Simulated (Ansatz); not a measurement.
# KBr (Fm-3m): from the cell to its phonons, part 3 of 3

Aim: the vibrations of KBr (Fm-3m), their spectra, and whether the structure is stable.

Ansatz 0.2.0; DFT LDA, scalar-relativistic, plane waves, norm-conserving pseudopotentials.

So far. Step 4 (Relaxing to small forces for the phonons): The forces vanish by symmetry and the pressure is -0.002 GPa, within the tolerances set. The cell now holds 32.31 Å³/atom. Step 5 (Linear response at the zone centre): Before it was imposed, the acoustic sum rule was missed by 7.3e-4 eV/Å² and the charge sum rule by 8.0e-6 e. Small misses are needed for a sound result but don't prove that mesh and cutoff are converged. The relaxed cell has a = 6.370 Å (conventional setting).

### Step 6. The dispersion (continued)

The partial phonon density of states has structure finer than the step of the table below, so its rows give means over 10 cm⁻¹, whole bins alone (the curve runs from -10 to 187 cm⁻¹). Peaks (cm⁻¹: height): Br 76.7: 0.0615, 86.6: 0.0539, 132.4: 0.0283; K 65.5: 0.0124, 132.4: 0.0784.

Phonopy on the run's constants, 15x15x15 mesh, Gaussian sigma 2.0 cm-1. Interpolated from a 4×4×4 q mesh. The partial phonon density of states by wavenumber; means over each step; values in 1/cm⁻¹/cell:

| wavenumber (cm⁻¹) | Br | K |
| --- | --- | --- |
| 0 | 6.3e-5 | 3.1e-5 |
| 10 | 6.8e-4 | 3.3e-4 |
| 20 | 0.00306 | 0.00142 |
| 30 | 0.00859 | 0.00379 |
| 40 | 0.0210 | 0.00859 |
| 50 | 0.0302 | 0.0110 |
| 60 | 0.0385 | 0.0117 |
| 70 | 0.0497 | 0.0103 |
| 80 | 0.0490 | 0.00545 |
| 90 | 0.0415 | 0.00345 |
| 100 | 0.00149 | 9.5e-5 |
| 110 | 0.00185 | 0.0190 |
| 120 | 0.0117 | 0.0548 |
| 130 | 0.0235 | 0.0689 |
| 140 | 0.0124 | 0.0594 |
| 150 | 0.00292 | 0.0271 |
| 160 | 0.00267 | 0.0117 |
| 170 | 0.00115 | 0.00290 |
| 180 | 7.7e-6 | 1.5e-5 |

Second derivatives of the energy by pair, one row for each kind of neighbour of each atom listed. Each entry sums the pair over the periodic images of the supercell that the q mesh stands for, and in a polar crystal it holds the long-range dipole part too. Force constants by pair, by row:

| atom | neighbour | distance (Å) | third of the trace (eV/Å²) | along the pair's line (eV/Å²) |
| --- | --- | --- | --- | --- |
| K1 | itself | 0 | 2.172 | – |
| K1 | Br | 3.185 | -0.3277 | -0.7636 |
| K1 | K | 4.505 | -0.0102 | -0.1887 |
| K1 | Br | 5.517 | -2.00e-4 | 0.0675 |
| K1 | K | 6.37 | -0.0266 | -0.0888 |
| K1 | Br | 7.122 | 0.0071 | 0.0438 |
| Br2 | itself | 0 | 2.108 | – |
| Br2 | K | 3.185 | -0.3277 | -0.7636 |
| Br2 | Br | 4.505 | -0.0091 | -0.1329 |
| Br2 | K | 5.517 | -2.00e-4 | 0.0675 |
| Br2 | Br | 6.37 | -0.0174 | -0.0769 |
| Br2 | K | 7.122 | 0.0071 | 0.0438 |

Harmonic thermodynamic functions per atom, from the density of states. Interpolated from a 4×4×4 q mesh. Thermodynamic functions, by row:

| T (K) | F_vib (meV/atom) | S (J/mol-atom/K) | C_V (J/mol-atom/K) |
| --- | --- | --- | --- |
| 0 | 18.39 | 0 | 0 |
| 50 | 16.91 | 8.413 | 13.53 |
| 100 | 9.25 | 20.58 | 20.82 |
| 200 | -20.95 | 36.23 | 23.79 |
| 300 | -63.89 | 46.02 | 24.42 |
| 400 | -115.4 | 53.08 | 24.64 |
| 500 | -173.4 | 58.59 | 24.75 |
| 600 | -236.5 | 63.11 | 24.81 |
| 700 | -304 | 66.94 | 24.84 |
| 800 | -375.1 | 70.26 | 24.87 |
| 900 | -449.5 | 73.19 | 24.88 |
| 1000 | -526.7 | 75.81 | 24.89 |

Harmonic mean-square displacement, third of the trace. Interpolated from a 4×4×4 q mesh. Mean square displacements, by row:

| T (K) | K1 U_eq (Å²) | Br2 U_eq (Å²) |
| --- | --- | --- |
| 0 | 0.00425 | 0.00315 |
| 100 | 0.00908 | 0.00867 |
| 300 | 0.02463 | 0.02469 |
| 600 | 0.04874 | 0.04913 |

Symmetry leaves 8 wavevectors to solve. The lowest mode among them, the acoustic zeros apart, lies at q = (0, 0.25, 0.25) and is real, 29.1 cm⁻¹.

### Step 7. Another isotope, element Br, natural mass 79.904 amu

An isotope changes the mass and not the force constants, so no new electronic calculation is needed; the shifts show which modes move this element.

The same force constants with the mass of Br changed from 79.904 to 80.916 u (phonopy, no LO-TO term). Both lists are sorted by frequency; levels can cross, so a row need not hold one and the same mode. Modes under 3 cm⁻¹ are left out. Isotope shifts, by row:

| q | rank | natural mass (cm⁻¹) | changed mass (cm⁻¹) |
| --- | --- | --- | --- |
| 0 0 0 | 4 | 130 | 129.7 |
| 0 0 0 | 5 | 130 | 129.7 |
| 0 0 0 | 6 | 130 | 129.7 |
| 0 0 0.25 | 1 | 50.31 | 50.08 |
| 0 0 0.25 | 2 | 50.31 | 50.08 |
| 0 0 0.25 | 3 | 63.7 | 63.39 |
| 0 0 0.25 | 4 | 123.2 | 122.9 |
| 0 0 0.25 | 5 | 123.2 | 122.9 |
| 0 0 0.25 | 6 | 165.6 | 165.3 |
| 0 0 -0.5 | 1 | 79.32 | 78.82 |
| 0 0 -0.5 | 2 | 79.32 | 78.82 |
| 0 0 -0.5 | 3 | 97.28 | 96.67 |
| 0 0 -0.5 | 4 | 110.3 | 110.3 |
| 0 0 -0.5 | 5 | 110.3 | 110.3 |
| 0 0 -0.5 | 6 | 154.7 | 154.7 |
| 0 0.25 0.25 | 1 | 29.06 | 28.93 |
| 0 0.25 0.25 | 2 | 29.06 | 28.93 |
| 0 0.25 0.25 | 3 | 88.47 | 87.97 |
| 0 0.25 0.25 | 4 | 132.4 | 132.1 |
| 0 0.25 0.25 | 5 | 132.4 | 132.1 |
| 0 0.25 0.25 | 6 | 141.4 | 141.3 |

A mode of this element alone would shift by -0.63 %. The highest zone-centre frequency without the field goes from 130.0 to 129.7 cm⁻¹ (-0.2 %). The product of the frequency ratios over all optical modes at Γ is 0.994; the product rule, (m/m′)^(3k/2) (M′/M)^(3/2) with k = 1 such atoms and M the mass of the cell, gives 0.994.

### Step 8. Another isotope, element K, natural mass 39.0983 amu

The same for K, from 39.10 to 40.96 u.

A mode of this element alone would shift by -2.30 %. The highest zone-centre frequency without the field goes from 130.0 to 128.0 cm⁻¹ (-1.5 %). The product of the frequency ratios over all optical modes at Γ is 0.954; the product rule, (m/m′)^(3k/2) (M′/M)^(3/2) with k = 1 such atoms and M the mass of the cell, gives 0.955.

### Step 9. Outcome

| Property | Result |
| --- | --- |
| space group after relaxation (within 0.01 Å) | Fm-3m |
| volume per atom | 32.3 Å³ |
| gap on the k-mesh | 4.32 eV |
| highest optical mode at the zone centre (no LO-TO term) | 130 cm⁻¹ |
| top of the zone-centre spectrum with the field | 172 cm⁻¹ |
| lowest optical zone-centre mode | 130 cm⁻¹ |
| mean high-frequency dielectric constant | 2.76 |
| mean static dielectric constant | 4.85 |
| largest Born charge (third of the trace) | 1.10 e |
| lowest mode on the q mesh (acoustic modes at Γ apart) | 29.1 cm⁻¹ |
| highest frequency on the path or at a solved wavevector | 172 cm⁻¹ |
| zero-point energy per atom | 18.4 meV |
| heat capacity at 300 K | 24.4 J/(mol atoms K) |
| vibrational entropy at 300 K | 46.0 J/(mol atoms K) |
| Debye temperature (second moment) | 196 K |
| imaginary modes on the 4×4×4 q mesh | none |

**Reading.** The structure is a minimum as far as tested: no mode is imaginary at the 8 irreducible wavevectors of the 4×4×4 mesh, and the softest away from the acoustic zeros lies at 29 cm⁻¹. Without the field, the optical modes at Γ form one degenerate level at 130 cm⁻¹. The highest mode in this list at Γ, 130.0 cm⁻¹, has its largest share on K (67 % of the kinetic energy). With the macroscopic field of the longitudinal modes the top of the zone-centre spectrum lies at 172 cm⁻¹, against 130 cm⁻¹ without it. Lattice motion raises the mean dielectric constant from 2.760 to 4.845. The strongest infrared line is at 130 cm⁻¹. No mode is Raman active to first order. On the path and the mesh, the widest gap between branches runs from 97 to 110 cm⁻¹. These are harmonic frequencies at zero temperature: anharmonic shifts, linewidths and thermal expansion are left out.

[Hosts, paths, dates, database ids (printed as entryN), source tags and the programs' standing remarks are cut or masked in the printed files.]
